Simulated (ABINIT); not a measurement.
## A GW chain in ABINIT: Tellurium (P3_121, 3 atoms a cell)

Aim: the G0W0 gap of Tellurium (P3_121, 3 atoms a cell) on PBE, step by step.

Calculated with ABINIT 10.8.3; PBE and many-body steps on it, plane waves.

Most raw output is cut from this account.

The database entry behind the starting cell differs from later determinations by our own check (inner coordinate of an old entry), so it need not match the best structure at ambient conditions.

### 1. The starting structure

It takes space group P3_121 (No. 152, trigonal). Conventional cell: a = 4.454 Å, b = 4.454 Å, c = 5.924 Å, α = 90.00°, β = 90.00°, γ = 120.00°. Nearest to Te lie 2 Te at 2.86 Å.

The cell and positions come from the Crystallography Open Database and are kept as given unless a step says otherwise. Spin-orbit coupling is left out unless a step names it.

### 2. Ground state

This step: ABINIT 10.8.3; DFT, PBE, plane waves, norm-conserving pseudopotentials.

The ground-state density comes first.

Input file run.abi:

```
acell 3*1.0 Angstrom
rprim 
  4.454000000025 -0.000000000006 0.000000000000
  -2.227000000008 3.857277148481 0.000000000000
  0.000000000000 0.000000000000 5.924000000000
ntypat 1
znucl 52
natom 3
typat 1 1 1
xred 
  0.269000000000 0.000000000000 0.333333333333
  0.000000000000 0.269000000000 0.666666666667
  0.731000000000 0.731000000000 -0.000000000000
pp_dirpath "pseudos"
pseudos "Te.upf"
ecut 39
ngkpt 3 3 4
nshiftk 1
shiftk 0 0 0
kptopt 1
chksymbreak 0
nband 41
occopt 1
tolvrs 1e-08
nstep 60
prtwf 0
optforces 0
optstress 0
indata_prefix "in"
outdata_prefix "out"
tmpdata_prefix "tmp"
```

Command:

```
OMP_NUM_THREADS=1 mpirun -n 4 abinit run.abi > log
```

The job ended after 34 s (4 MPI ranks of Arm Neoverse V2, shared host; peak memory 0.45 GiB; 2.3 min of CPU time).

Numbers from this step:

| Quantity | Value |
| --- | --- |
| total energy | -22897.2056 eV |
| gap | 0.1888 eV |
| k of the valence top | 0.3333, 0.3333, 0.5 |
| k of the conduction bottom | 0.3333, 0.3333, 0.5 |
| least direct gap | 0.1888 eV |

The gap is direct, at (0.333, 0.333, 0.500).

### 3. Bands along the symmetry lines

Levels along a band path, at the cheap level, show where the edges lie and whether the meshes to come will hold them.

Input file run.abi:

```
acell 3*1.0 Angstrom
rprim 
  4.454000000025 -0.000000000006 0.000000000000
  -2.227000000008 3.857277148481 0.000000000000
  0.000000000000 0.000000000000 5.924000000000
ntypat 1
znucl 52
natom 3
typat 1 1 1
xred 
  0.269000000000 0.000000000000 0.333333333333
  0.000000000000 0.269000000000 0.666666666667
  0.731000000000 0.731000000000 -0.000000000000
pp_dirpath "pseudos"
pseudos "Te.upf"
ecut 39
iscf -2
irdden 1
kptopt 0
nkpt 39
kpt 
  0.00000000 0.00000000 0.00000000
  0.12500000 0.00000000 0.00000000
  0.25000000 0.00000000 0.00000000
  0.37500000 0.00000000 0.00000000
  0.50000000 0.00000000 0.00000000
  0.45833333 0.08333333 0.00000000
  0.41666666 0.16666666 0.00000000
  0.37500000 0.25000000 0.00000000
  0.33333333 0.33333333 0.00000000
  0.25000000 0.25000000 0.00000000
  0.16666666 0.16666666 0.00000000
  0.08333333 0.08333333 0.00000000
  0.00000000 0.00000000 0.00000000
  0.00000000 0.00000000 0.12500000
  0.00000000 0.00000000 0.25000000
  0.00000000 0.00000000 0.37500000
  0.00000000 0.00000000 0.50000000
  0.12500000 0.00000000 0.50000000
  0.25000000 0.00000000 0.50000000
  0.37500000 0.00000000 0.50000000
  0.50000000 0.00000000 0.50000000
  0.45833333 0.08333333 0.50000000
  0.41666666 0.16666666 0.50000000
  0.37500000 0.25000000 0.50000000
  0.33333333 0.33333333 0.50000000
  0.25000000 0.25000000 0.50000000
  0.16666666 0.16666666 0.50000000
  0.08333333 0.08333333 0.50000000
  0.00000000 0.00000000 0.50000000
  0.50000000 0.00000000 0.50000000
  0.50000000 0.00000000 0.37500000
  0.50000000 0.00000000 0.25000000
  0.50000000 0.00000000 0.12500000
  0.50000000 0.00000000 0.00000000
  0.33333333 0.33333333 0.50000000
  0.33333333 0.33333333 0.37500000
  0.33333333 0.33333333 0.25000000
  0.33333333 0.33333333 0.12500000
  0.33333333 0.33333333 0.00000000
istwfk *1
nband 43
nbdbuf 2
tolwfr 1e-08
nstep 40
prtwf 0
prtvol 0
indata_prefix "in"
outdata_prefix "out"
tmpdata_prefix "tmp"
```

It took 50 s on 4 MPI ranks; peak memory 0.54 GiB.

Numbers from this step:

| Quantity | Value |
| --- | --- |
| gap | 0.1888 eV |
| k of the valence top | 0.3333, 0.3333, 0.5 |
| k of the conduction bottom | 0.3333, 0.3333, 0.5 |
| least direct gap | 0.1888 eV |

The gap is 0.189 eV, as in the run before at this level.

Electronic bands along the path, in eV, zero at the top of the highest filled band:

| point | band 33 | band 34 | band 35 | band 36 | band 37 | band 38 | band 39 | band 40 |
| --- | --- | --- | --- | --- | --- | --- | --- | --- |
| Γ | -2.75 | -1.67 | -1.67 | -0.85 | 1.02 | 1.02 | 1.61 | 5.02 |
| halfway | -3.38 | -1.54 | -0.98 | -0.81 | 0.85 | 1.07 | 1.90 | 3.82 |
| M | -3.59 | -3.51 | -1.02 | -0.81 | 0.85 | 0.91 | 2.96 | 3.73 |
| halfway | -3.44 | -3.37 | -1.92 | -1.88 | 1.78 | 2.10 | 3.52 | 3.76 |
| K | -3.07 | -3.07 | -2.94 | -2.70 | 2.87 | 2.87 | 3.17 | 4.89 |
| halfway | -3.01 | -1.86 | -1.36 | -1.34 | 1.52 | 1.56 | 1.88 | 4.26 |
| Γ | -2.75 | -1.67 | -1.67 | -0.85 | 1.02 | 1.02 | 1.61 | 5.02 |
| halfway | -2.51 | -1.49 | -1.45 | -0.87 | 0.68 | 0.73 | 1.09 | 4.42 |
| A | -2.66 | -1.32 | -1.02 | -1.02 | 0.48 | 0.50 | 0.50 | 4.05 |
| halfway | -3.12 | -2.06 | -1.90 | -1.37 | 1.30 | 1.84 | 2.20 | 4.47 |
| L | -3.63 | -2.45 | -2.12 | -0.20 | 0.75 | 1.96 | 2.56 | 4.58 |
| halfway | -4.37 | -1.43 | -1.32 | -0.11 | 0.73 | 1.59 | 2.04 | 4.95 |
| H | -5.01 | -0.96 | 0.00 | 0.00 | 0.19 | 1.33 | 1.33 | 5.94 |
| halfway | -3.70 | -1.96 | -1.68 | -0.76 | 0.76 | 2.13 | 2.27 | 4.64 |
| A | -2.66 | -1.32 | -1.02 | -1.02 | 0.48 | 0.50 | 0.50 | 4.05 |
| jump to L | -3.63 | -2.45 | -2.12 | -0.20 | 0.75 | 1.96 | 2.56 | 4.58 |
| halfway | -3.59 | -2.07 | -1.72 | -1.44 | 1.21 | 1.91 | 2.64 | 3.72 |
| M | -3.59 | -3.51 | -1.02 | -0.81 | 0.85 | 0.91 | 2.96 | 3.73 |
| jump to H | -5.01 | -0.96 | 0.00 | 0.00 | 0.19 | 1.33 | 1.33 | 5.94 |
| halfway | -4.20 | -2.50 | -1.53 | -1.12 | 1.80 | 2.36 | 2.44 | 5.35 |
| K | -3.07 | -3.07 | -2.94 | -2.70 | 2.87 | 2.87 | 3.17 | 4.89 |

### 4. Empty states on the mesh, 3×3×2 mesh, 248 bands

The sums over transitions need many empty states on a uniform mesh; this step solves for them.

Input file run.abi:

```
acell 3*1.0 Angstrom
rprim 
  4.454000000025 -0.000000000006 0.000000000000
  -2.227000000008 3.857277148481 0.000000000000
  0.000000000000 0.000000000000 5.924000000000
ntypat 1
znucl 52
natom 3
typat 1 1 1
xred 
  0.269000000000 0.000000000000 0.333333333333
  0.000000000000 0.269000000000 0.666666666667
  0.731000000000 0.731000000000 -0.000000000000
pp_dirpath "pseudos"
pseudos "Te.upf"
ecut 39
ngkpt 3 3 2
nshiftk 1
shiftk 0 0 0
kptopt 1
chksymbreak 0
iscf -2
irdden 1
istwfk *1
nband 248
nbdbuf 22
tolwfr 1e-09
nstep 60
prtvol 0
indata_prefix "in"
outdata_prefix "out"
tmpdata_prefix "tmp"
```

Elapsed: 2.3 min, on 4 MPI ranks; peak memory 0.58 GiB; 9.2 min of CPU time.

Numbers from this step:

| Quantity | Value |
| --- | --- |
| gap | 0.1888 eV |
| k of the valence top | 0.3333, 0.3333, 0.5 |
| k of the conduction bottom | 0.3333, 0.3333, 0.5 |
| least direct gap | 0.1888 eV |
| k points computed | 6 |
| lowest point of the top converged band, above the valence top | 74.6030 eV |

On this mesh the gap is 0.189 eV.

### 5. Screening, 3×3×2 mesh, 226 bands, screening to 130.6 eV

The RPA dielectric matrix is built and inverted for each q.

This step: RPA screening on PBE, plane waves, norm-conserving pseudopotentials.

run.abi, as its differences from that of step 4:

```diff
@@ -21,10 +21,11 @@
 chksymbreak 0
-iscf -2
-irdden 1
 istwfk *1
-nband 248
-nbdbuf 22
-tolwfr 1e-09
-nstep 60
-prtvol 0
+occopt 1
+irdwfk 1
+optdriver 3
+nband 226
+ecuteps 4.8
+inclvkb 2
+awtr 1
+symchi 1
 indata_prefix "in"
```

The job ended after 1.9 min (4 MPI ranks; peak memory 1.7 GiB).

Numbers from this step:

- ε∞ with local fields, on this mesh, along the program's q direction: 1330
- the same without local fields: 1645
- plasma frequency: 31.23 eV
- plane waves in the screening matrix: 329

Local fields lower ε∞ by 19 %. The value itself is an artefact of the mesh, where one narrow direct gap carries too much weight.

### 6. Self-energy, 3×3×2 mesh, 226 bands, screening to 130.6 eV

The self-energy is evaluated for the states that the input lists, and the levels follow from it, in one-shot runs by the linearised quasiparticle equation.

This step: G0W0 on PBE, plane waves, norm-conserving pseudopotentials.

run.abi, as its differences from that of step 5:

```diff
@@ -24,8 +24,17 @@
 irdwfk 1
-optdriver 3
+optdriver 4
 nband 226
+gwcalctyp 0
+ecutsigx 39
+symsigma 1
+nkptgw 2
+kptgw 
+  0.3333333333 0.3333333333 0.5000000000
+  0.0000000000 0.0000000000 0.0000000000
+bdgw 
+  35 39
+  34 38
 ecuteps 4.8
-inclvkb 2
-awtr 1
-symchi 1
+irdscr 1
+ppmodel 1
 indata_prefix "in"
```

Elapsed: 20 s, on 4 MPI ranks; peak memory 1.4 GiB.

Numbers from this step:

```yaml
g0w0_gap_on_the_points_computed: 0.4400 eV
starting_gap_on_the_mesh: 0.1888 eV
k_of_the_valence_top: 0.3333, 0.3333, 0.5
k_of_the_conduction_bottom: 0.3333, 0.3333, 0.5
z_at_the_valence_top: 0.791
z_at_the_conduction_bottom: 0.793
least_direct_g0w0_gap_on_the_computed_points: 0.4400 eV
```

The gap on the mesh goes from 0.19 eV to 0.44 eV, a correction of +0.25 eV.

Limits: finite bands, cutoff and mesh; model gap, bands may invert with spin-orbit coupling; no spin-orbit coupling; coarse k mesh. v1 is the top filled band, c1 the lowest empty one. Levels before and after the correction, in eV, zero at the valence-band top of each column:

```
           conduction bottom  valence top
Kohn-Sham               0.19         0.00
     G0W0               0.44         0.00
```

```
                             level  energy (eV)
Kohn-Sham  (0.333 0.333 0.5) v2-v1        0.000
Kohn-Sham     (0.333 0.333 0.5) c1        0.189
Kohn-Sham  (0.333 0.333 0.5) c2-c3        1.334
     G0W0  (0.333 0.333 0.5) v2-v1        0.000
     G0W0     (0.333 0.333 0.5) c1        0.440
     G0W0  (0.333 0.333 0.5) c2-c3        1.587
```

### 7. Where the time went

Times are wall times on 4 MPI ranks of Arm Neoverse V2, shared host, good to a factor of about two.

```csv
step,time,share,memory (GiB)
ground state,34 s,10 %,0.45
bands along the symmetry lines,50 s,14 %,0.54
empty states on the mesh,2.3 min,39 %,0.58
screening,1.9 min,32 %,1.7
self-energy,20 s,6 %,1.4
```

### 8. Results

| Item | Value |
| --- | --- |
| PBE gap | 0.19 eV, direct |
| G0W0 gap on the mesh | 0.44 eV |
| GW settings | 3×3×2 mesh, 226 bands, screening to 130.6 eV, Godby-Needs plasmon pole |
| known limits | not at the basis limit; model gap, bands may invert with spin-orbit coupling; screening runs away on this mesh; no spin-orbit coupling; coarse k mesh |

In words: G0W0 moves the gap on the mesh from 0.19 eV to 0.44 eV (+0.25 eV), with Z of 0.79 and 0.79 at the edges. Local fields lower the RPA ε∞ on this mesh from 1644.59 to 1330.36; a Γ-centred mesh this coarse tends to raise both, most where the direct gap is narrow, while a short band sum lowers them. Only 2 of the mesh's irreducible points were corrected, so a valley elsewhere could overtake. Bands and cutoff are finite, so the gap is not at the basis limit. The miss can reach some tenths of an eV and take either sign; the mesh is an error of its own. In the G0W0 run levels were corrected at 2 k points alone, so a gap called «on the mesh» is the least over those, and an edge elsewhere would be missed. The 3×3×2 mesh is coarse for this cell, which bears on the long-range parts of exchange and screening. With atoms this heavy and so narrow a gap, spin-orbit coupling can invert the bands. These scalar-relativistic gaps are then model values, not to be set against experiment, and a spin-orbit change taken from DFT can't simply be added. On this mesh the RPA ε∞ passes 90, more than nearly any semiconductor shows; a coarse mesh does this where one point with a narrow direct gap carries much weight. The screening is then too strong, and the G0W0 gap should not be taken as the material's.

[Paths, hosts, dates, memory and timing lines, banners, echoed tables and standing remarks are left out of the program output.]

[Logs are printed without paths, hosts, clocks, repeated set-up lines and the standing remarks that a program may print on its own settings, such as how far it seeks lower states.]

[Runs of the session that timed out or met a known fault of the program may be left out.]

[Hosts, paths, dates, database ids (printed as entryN), source tags and the programs' standing remarks are cut or masked in the printed files.]

[G0W0 gaps are taken among the corrected bands and points alone; a level outside them can change the order at an edge.]

[Where Ansatz stands beside ABINIT at settings called matched, ABINIT's density can come from a denser mesh and the files from another edition; pairs whose starting gaps differed by over 0.03 eV were left out, so agreement reads better than it is.]
